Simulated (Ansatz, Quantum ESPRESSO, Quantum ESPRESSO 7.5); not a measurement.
## Conductance against width: vacuum gaps between two Au(100) faces

How fast does transmission decay with width? The series: vacuum gaps between two Au(100) faces.

Program: Quantum ESPRESSO 7.5. Level of theory: plane-wave DFT, PBE, JTH PAW pseudopotentials (cross-check by Ansatz 0.2.0 with PAW datasets). Results are calculated unless marked as measured.

Report form: the programs' logs are mostly left out.

### Step 1. The structure

The cell holds 12 atoms: 12 Au. Cell: a = 2.949 Å, b = 2.949 Å, c = 26.935 Å, α = 90.0°, β = 90.0°, γ = 90.0°. It derives from Au. Regions: left lead, 6 atoms (6 Au); right lead, 6 atoms (6 Au). The structure is stacked along c, and the current runs across the ab planes.

### Step 2. Self-consistent run, 4 Å

One periodic cell holds a stretch of lead, the junction and more lead; the atoms stay as built.

File j0.scf.in:

```
&control
  prefix = 'j0.scf'
  outdir = './out'
  pseudo_dir = './pseudo'
  calculation = 'scf'
  tprnfor = .true.
/
&system
  ibrav = 0
  nat = 12
  ntyp = 1
  ecutwfc = 45
  ecutrho = 360
  occupations = 'smearing'
  smearing = 'mv'
  degauss = 0.01
/
&electrons
  conv_thr = 1e-07
  mixing_beta = 0.25
  electron_maxstep = 120
  mixing_mode = 'local-TF'
/
ATOMIC_SPECIES
  Au  196.9666  Au.GGA_PBE-JTH.UPF
CELL_PARAMETERS angstrom
  2.94863527754790 0.00000000000000 0.00000000000000
  0.00000000000000 2.94863527754790 0.00000000000000
  0.00000000000000 0.00000000000000 26.93500000000000
ATOMIC_POSITIONS crystal
  Au  0.000000000000 0.000000000000 0.000000000000
  Au  0.500000000000 0.500000000000 0.077408576202
  Au  0.000000000000 0.000000000000 0.154817152404
  Au  0.500000000000 0.500000000000 0.232225728606
  Au  0.000000000000 0.000000000000 0.309634304808
  Au  0.500000000000 0.500000000000 0.387042881010
  Au  0.000000000000 0.000000000000 0.535548542788
  Au  0.500000000000 0.500000000000 0.612957118990
  Au  0.000000000000 0.000000000000 0.690365695192
  Au  0.500000000000 0.500000000000 0.767774271394
  Au  0.000000000000 0.000000000000 0.845182847596
  Au  0.500000000000 0.500000000000 0.922591423798
K_POINTS automatic
  8 8 1 0 0 0
```

Command:

```
$ OMP_NUM_THREADS=1 mpirun -n 4 pw.x -nk 4 -in j0.scf.in > j0.scf.out
```

Wall time 2.9 min (4 MPI ranks of Arm Neoverse V1, shared host); peak memory 1.1 GiB.

This step gave:

- free energy: -126555.0041 eV
- Fermi energy: 13.19 eV

The run needed 16 iterations to bring the estimated error under 1e-07 Ry; the largest force on any atom, held or free, is 0.06 eV/Å.

### Step 3. The open system, 4 Å

prefixt takes both regions from one run: the lead from 0 to bdl, the scattering region from bdl to bds (units of alat). ikind = 1 puts the same lead on both sides. The program's T_tot counts both spins in a run without spin; the tables below give T per spin.

File j0.cond.in:

```
&inputcond
  outdir = './out'
  prefixt = 'j0.scf'
  tran_file = 'j0.cond.dat'
  bdl = 2.8284271247
  bds = 9.1347343651
  ikind = 1
  ewind = 4.0
  epsproj = 1e-05
  nz1 = 7
  energy0 = 0.4
  denergy = -0.4
/
15
  0.00000000 0.00000000 0.01562500
  0.00000000 0.12500000 0.06250000
  0.00000000 0.25000000 0.06250000
  0.00000000 0.37500000 0.06250000
  0.00000000 0.50000000 0.03125000
  0.12500000 0.12500000 0.06250000
  0.12500000 0.25000000 0.12500000
  0.12500000 0.37500000 0.12500000
  0.12500000 0.50000000 0.06250000
  0.25000000 0.25000000 0.06250000
  0.25000000 0.37500000 0.12500000
  0.25000000 0.50000000 0.06250000
  0.37500000 0.37500000 0.06250000
  0.37500000 0.50000000 0.06250000
  0.50000000 0.50000000 0.01562500
3
```

Command:

```
$ OMP_NUM_THREADS=1 mpirun -n 4 pwcond.x -in j0.cond.in > j0.cond.out
```

Elapsed: 54 s, on 4 MPI ranks; peak memory 0.26 GiB; 3.6 min of CPU time.

Read from the output:

* lead channels at the Fermi level, one spin: 0.8906
* transmission at the Fermi level, one spin: 0.1847
* conductance: 0.1847 G₀

Per spin; mean over the k mesh across the current. Open channels, zone mean against energy, zero at the Fermi level:

```
energy (eV)  open channels, zone mean
     -0.400                     0.828
      0.000                     0.891
      0.400                      1.02
```

Per spin; mean over the k mesh across the current. Table of transmission, zone mean by energy, zero at the Fermi level:

```
energy (eV)  transmission, zone mean
     -0.400                    0.170
      0.000                    0.185
      0.400                    0.204
```

At 0.000 eV; k in fractions of b1, b2. Transmission by k point:

```
   k1     k2   weight        t  channels
    0      0  0.01562    0.688         1
    0  0.125   0.0625   0.5228         1
    0   0.25   0.0625   0.3371         1
    0  0.375   0.0625   0.2256         1
    0    0.5  0.03125        0         0
0.125  0.125   0.0625   0.4018         1
0.125   0.25    0.125   0.2621         1
0.125  0.375    0.125   0.1763         1
0.125    0.5   0.0625  9.46e-4         2
 0.25   0.25   0.0625   0.1639         1
 0.25  0.375    0.125   0.1031         1
 0.25    0.5   0.0625        0         0
0.375  0.375   0.0625   0.0485         1
0.375    0.5   0.0625        0         0
  0.5    0.5  0.01562        0         0
```

### Step 4. Cross-check with Ansatz, 4 Å

A second code with its own PAW datasets, on the same atoms.

Level of this step: plane-wave DFT, PBE, Ansatz PAW (Ansatz 0.2.0).

File input.yaml:

```yaml
crystal:
  lattice:
    - [2.9486352775, 0.0, 0.0]
    - [0.0, 2.9486352775, 0.0]
    - [0.0, 0.0, 26.935]
  atoms:
    - { symbol: Au, position: [0.0, 0.0, 0.0] }
    - { symbol: Au, position: [0.5, 0.5, 0.0774085762] }
    - { symbol: Au, position: [0.0, 0.0, 0.1548171524] }
    - { symbol: Au, position: [0.5, 0.5, 0.2322257286] }
    - { symbol: Au, position: [0.0, 0.0, 0.3096343048] }
    - { symbol: Au, position: [0.5, 0.5, 0.387042881] }
    - { symbol: Au, position: [0.0, 0.0, 0.5355485428] }
    - { symbol: Au, position: [0.5, 0.5, 0.612957119] }
    - { symbol: Au, position: [0.0, 0.0, 0.6903656952] }
    - { symbol: Au, position: [0.5, 0.5, 0.7677742714] }
    - { symbol: Au, position: [0.0, 0.0, 0.8451828476] }
    - { symbol: Au, position: [0.5, 0.5, 0.9225914238] }
kpoints:
  mp_grid: { grid: [8, 8, 1] }
hamiltonian:
  xc: pbe
scf:
  occupations: { method: fermi_dirac, width: 0.1 }
  convergence: { dr2_threshold: 1.0e-08 }
output:
  transmission: { leads: [[0, 2]], e_range: [-0.4, 0.4], de: 0.4, kmesh: [8, 8] }
  write_potential: true
  write_density: true
  volumetric_format: npy
```

Command:

```
$ ansatz run input.yaml --threads 4 --pin off --max-ram 8192MiB --backend cpu --events-out ev --progress --plain --runs-dir out
```

Elapsed: 13 s, on 4 threads; peak memory 0.97 GiB.

This step gave:

* free energy: -157791.0065 eV
* energy at zero smearing: -157790.9430 eV
* smearing term TS: 0.1270 eV
* Fermi energy: 17.23 eV
* symmetry operations: 16
* transmission at the Fermi level, one spin: 0.1882
* step of the lead's Hamiltonian over a period: 6.1 meV

Per spin; mean over the k mesh across the current. The transmission, zone mean by energy, zero at the Fermi level:

```
energy (eV)  transmission, zone mean
     -0.400                    0.173
      0.000                    0.188
      0.400                    0.209
```

Per spin; mean over the k mesh across the current. The open channels, zone mean by energy, zero at the Fermi level:

```
energy (eV)  open channels, zone mean
     -0.400                     0.828
      0.000                     0.891
      0.400                      1.02
```

Ansatz finds T = 0.188 against pwcond's 0.185.

### Step 5. Self-consistent run, 5 Å

Level of this step: plane-wave DFT, PBE, JTH PAW pseudopotentials (Quantum ESPRESSO 7.5).

File j1.scf.in:

```
&control
  prefix = 'j1.scf'
  outdir = './out'
  pseudo_dir = './pseudo'
  calculation = 'scf'
  tprnfor = .true.
/
&system
  ibrav = 0
  nat = 12
  ntyp = 1
  ecutwfc = 45
  ecutrho = 360
  occupations = 'smearing'
  smearing = 'mv'
  degauss = 0.01
/
&electrons
  conv_thr = 1e-07
  mixing_beta = 0.25
  electron_maxstep = 120
  mixing_mode = 'local-TF'
/
ATOMIC_SPECIES
  Au  196.9666  Au.GGA_PBE-JTH.UPF
CELL_PARAMETERS angstrom
  2.94863527754790 0.00000000000000 0.00000000000000
  0.00000000000000 2.94863527754790 0.00000000000000
  0.00000000000000 0.00000000000000 27.93500000000000
ATOMIC_POSITIONS crystal
  Au  0.000000000000 0.000000000000 0.000000000000
  Au  0.500000000000 0.500000000000 0.074637551459
  Au  0.000000000000 0.000000000000 0.149275102917
  Au  0.500000000000 0.500000000000 0.223912654376
  Au  0.000000000000 0.000000000000 0.298550205835
  Au  0.500000000000 0.500000000000 0.373187757294
  Au  0.000000000000 0.000000000000 0.552174691248
  Au  0.500000000000 0.500000000000 0.626812242706
  Au  0.000000000000 0.000000000000 0.701449794165
  Au  0.500000000000 0.500000000000 0.776087345624
  Au  0.000000000000 0.000000000000 0.850724897083
  Au  0.500000000000 0.500000000000 0.925362448541
K_POINTS automatic
  8 8 1 0 0 0
```

Command:

```
$ OMP_NUM_THREADS=1 mpirun -n 4 pw.x -nk 4 -in j1.scf.in > j1.scf.out
```

It took 3.1 min on 4 MPI ranks; peak memory 1.3 GiB.

Read from the output:

* free energy: -126554.9261 eV
* Fermi energy: 12.55 eV

### Step 6. Transmission with pwcond.x, 5 Å

j1.cond.in, as its differences from the input of step 3:

```diff
@@ -2,6 +2,6 @@
   outdir = './out'
-  prefixt = 'j0.scf'
-  tran_file = 'j0.cond.dat'
+  prefixt = 'j1.scf'
+  tran_file = 'j1.cond.dat'
   bdl = 2.8284271247
-  bds = 9.1347343651
+  bds = 9.4738743081
   ikind = 1
```

Command:

```
$ OMP_NUM_THREADS=1 mpirun -n 4 pwcond.x -in j1.cond.in > j1.cond.out
```

The job ended after 53 s (4 MPI ranks; peak memory 0.29 GiB; 3.6 min of CPU time).

Read from the output:

```
transmission at the Fermi level, one spin : 0.03111
conductance                               : 0.03111 G₀
```

Per spin; mean over the k mesh across the current. The transmission, zone mean by energy, zero at the Fermi level:

```
energy (eV)  transmission, zone mean
     -0.400                   0.0254
      0.000                   0.0311
      0.400                   0.0396
```

T goes from 0.185 to 0.0311, a factor of 5.9.

### Step 7. Cross-check with Ansatz, 5 Å

Level of this step: plane-wave DFT, PBE, Ansatz PAW (Ansatz 0.2.0).

File input.yaml:

```yaml
crystal:
  lattice:
    - [2.9486352775, 0.0, 0.0]
    - [0.0, 2.9486352775, 0.0]
    - [0.0, 0.0, 27.935]
  atoms:
    - { symbol: Au, position: [0.0, 0.0, 0.0] }
    - { symbol: Au, position: [0.5, 0.5, 0.0746375515] }
    - { symbol: Au, position: [0.0, 0.0, 0.1492751029] }
    - { symbol: Au, position: [0.5, 0.5, 0.2239126544] }
    - { symbol: Au, position: [0.0, 0.0, 0.2985502058] }
    - { symbol: Au, position: [0.5, 0.5, 0.3731877573] }
    - { symbol: Au, position: [0.0, 0.0, 0.5521746912] }
    - { symbol: Au, position: [0.5, 0.5, 0.6268122427] }
    - { symbol: Au, position: [0.0, 0.0, 0.7014497942] }
    - { symbol: Au, position: [0.5, 0.5, 0.7760873456] }
    - { symbol: Au, position: [0.0, 0.0, 0.8507248971] }
    - { symbol: Au, position: [0.5, 0.5, 0.9253624485] }
kpoints:
  mp_grid: { grid: [8, 8, 1] }
hamiltonian:
  xc: pbe
scf:
  occupations: { method: fermi_dirac, width: 0.1 }
  convergence: { dr2_threshold: 1.0e-08 }
output:
  transmission: { leads: [[0, 2]], e_range: [-0.4, 0.4], de: 0.4, kmesh: [8, 8] }
  write_potential: true
  write_density: true
  volumetric_format: npy
  elf: true
```

Command:

```
$ ansatz run input.yaml --threads 4 --pin off --max-ram 8192MiB --backend cpu --events-out ev --progress --plain --runs-dir out
```

The job ended after 15 s (4 threads; peak memory 0.99 GiB; 54 s of CPU time).

This step gave:

- free energy: -157790.9330 eV
- energy at zero smearing: -157790.8671 eV
- smearing term TS: 0.1318 eV
- Fermi energy: 16.44 eV
- transmission at the Fermi level, one spin: 0.03217
- step of the lead's Hamiltonian over a period: 6.4 meV

Per spin; mean over the k mesh across the current. Table of transmission, zone mean by energy, zero at the Fermi level:

```
energy (eV)  transmission, zone mean
     -0.400                   0.0261
      0.000                   0.0322
      0.400                   0.0411
```

Ansatz finds T = 0.0322 against pwcond's 0.0311.

### Step 8. SCF with pw.x, 6 Å

Level of this step: plane-wave DFT, PBE, JTH PAW pseudopotentials (Quantum ESPRESSO 7.5).

File j2.scf.in:

```
&control
  prefix = 'j2.scf'
  outdir = './out'
  pseudo_dir = './pseudo'
  calculation = 'scf'
  tprnfor = .true.
/
&system
  ibrav = 0
  nat = 12
  ntyp = 1
  ecutwfc = 45
  ecutrho = 360
  occupations = 'smearing'
  smearing = 'mv'
  degauss = 0.01
/
&electrons
  conv_thr = 1e-07
  mixing_beta = 0.25
  electron_maxstep = 120
  mixing_mode = 'local-TF'
/
ATOMIC_SPECIES
  Au  196.9666  Au.GGA_PBE-JTH.UPF
CELL_PARAMETERS angstrom
  2.94863527754790 0.00000000000000 0.00000000000000
  0.00000000000000 2.94863527754790 0.00000000000000
  0.00000000000000 0.00000000000000 28.93500000000000
ATOMIC_POSITIONS crystal
  Au  0.000000000000 0.000000000000 0.000000000000
  Au  0.500000000000 0.500000000000 0.072058061172
  Au  0.000000000000 0.000000000000 0.144116122343
  Au  0.500000000000 0.500000000000 0.216174183515
  Au  0.000000000000 0.000000000000 0.288232244686
  Au  0.500000000000 0.500000000000 0.360290305858
  Au  0.000000000000 0.000000000000 0.567651632970
  Au  0.500000000000 0.500000000000 0.639709694142
  Au  0.000000000000 0.000000000000 0.711767755314
  Au  0.500000000000 0.500000000000 0.783825816485
  Au  0.000000000000 0.000000000000 0.855883877657
  Au  0.500000000000 0.500000000000 0.927941938828
K_POINTS automatic
  8 8 1 0 0 0
```

Command:

```
$ OMP_NUM_THREADS=1 mpirun -n 4 pw.x -nk 4 -in j2.scf.in > j2.scf.out
```

It took 3.3 min on 4 MPI ranks; peak memory 1.3 GiB; 13 min of CPU time.

Numbers from this step:

```
free energy  : -126554.9156 eV
Fermi energy : 11.95 eV
```

### Step 9. The open system, 6 Å

j2.cond.in, as its differences from the input of step 6:

```diff
@@ -2,6 +2,6 @@
   outdir = './out'
-  prefixt = 'j1.scf'
-  tran_file = 'j1.cond.dat'
+  prefixt = 'j2.scf'
+  tran_file = 'j2.cond.dat'
   bdl = 2.8284271247
-  bds = 9.4738743081
+  bds = 9.8130142511
   ikind = 1
```

Command:

```
$ OMP_NUM_THREADS=1 mpirun -n 4 pwcond.x -in j2.cond.in > j2.cond.out
```

It took 57 s on 4 MPI ranks; peak memory 0.26 GiB.

Read from the output:

```
transmission at the Fermi level, one spin : 0.004119
conductance                               : 0.004119 G₀
```

Per spin; mean over the k mesh across the current. The transmission, zone mean by energy, zero at the Fermi level:

```
energy (eV)  transmission, zone mean
     -0.400                  0.00301
      0.000                  0.00412
      0.400                  0.00600
```

At 0.000 eV; k in fractions of b1, b2. Transmission by k point:

```
   k1     k2   weight         t  channels
    0      0  0.01562   0.03367         1
    0  0.125   0.0625   0.01961         1
    0   0.25   0.0625  0.007311         1
    0  0.375   0.0625  0.002371         1
    0    0.5  0.03125         0         0
0.125  0.125   0.0625   0.01169         1
0.125   0.25    0.125  0.004847         1
0.125  0.375    0.125  0.001628         1
0.125    0.5   0.0625   5.25e-6         2
 0.25   0.25   0.0625  0.002069         1
 0.25  0.375    0.125   6.63e-4         1
 0.25    0.5   0.0625         0         0
0.375  0.375   0.0625   1.60e-4         1
0.375    0.5   0.0625         0         0
  0.5    0.5  0.01562         0         0
```

T goes from 0.0311 to 0.00412, a factor of 7.6.

### Step 10. The same in Ansatz, 6 Å

Level of this step: plane-wave DFT, PBE, Ansatz PAW (Ansatz 0.2.0).

File input.yaml:

```yaml
crystal:
  lattice:
    - [2.9486352775, 0.0, 0.0]
    - [0.0, 2.9486352775, 0.0]
    - [0.0, 0.0, 28.935]
  atoms:
    - { symbol: Au, position: [0.0, 0.0, 0.0] }
    - { symbol: Au, position: [0.5, 0.5, 0.0720580612] }
    - { symbol: Au, position: [0.0, 0.0, 0.1441161223] }
    - { symbol: Au, position: [0.5, 0.5, 0.2161741835] }
    - { symbol: Au, position: [0.0, 0.0, 0.2882322447] }
    - { symbol: Au, position: [0.5, 0.5, 0.3602903059] }
    - { symbol: Au, position: [0.0, 0.0, 0.567651633] }
    - { symbol: Au, position: [0.5, 0.5, 0.6397096941] }
    - { symbol: Au, position: [0.0, 0.0, 0.7117677553] }
    - { symbol: Au, position: [0.5, 0.5, 0.7838258165] }
    - { symbol: Au, position: [0.0, 0.0, 0.8558838777] }
    - { symbol: Au, position: [0.5, 0.5, 0.9279419388] }
kpoints:
  mp_grid: { grid: [8, 8, 1] }
hamiltonian:
  xc: pbe
scf:
  occupations: { method: fermi_dirac, width: 0.1 }
  convergence: { dr2_threshold: 1.0e-08 }
output:
  transmission: { leads: [[0, 2]], e_range: [-0.4, 0.4], de: 0.4, kmesh: [8, 8] }
  write_potential: true
  write_density: true
  volumetric_format: npy
```

Command:

```
$ ansatz run input.yaml --threads 4 --pin off --max-ram 8192MiB --backend cpu --events-out ev --progress --plain --runs-dir out
```

It took 15 s on 4 threads; peak memory 1 GiB.

Read from the output:

```
free energy                                  : -157790.9213 eV
energy at zero smearing                      : -157790.8546 eV
smearing term TS                             : 0.1333 eV
Fermi energy                                 : 15.71 eV
transmission at the Fermi level, one spin    : 0.004276
step of the lead's Hamiltonian over a period : 6.2 meV
```

Per spin; mean over the k mesh across the current. Transmission, zone mean against energy, zero at the Fermi level:

```
energy (eV)  transmission, zone mean
     -0.400                  0.00308
      0.000                  0.00428
      0.400                  0.00624
```

Ansatz finds T = 0.00428 against pwcond's 0.00412.

(Part 1 of 2 ends here.)

[Logs are printed without paths, hosts, clocks, repeated set-up lines and the standing remarks that a program may print on its own settings, such as how far it seeks lower states.]

[Hosts, paths, dates, database ids (printed as entryN), source tags and the programs' standing remarks are cut or masked in the printed files.]

[Maps of the electrostatic potential energy from Ansatz leave out the sawtooth potential of an applied field or a dipole correction, so their vacuum need not be flat; planar profiles and work functions include it.]
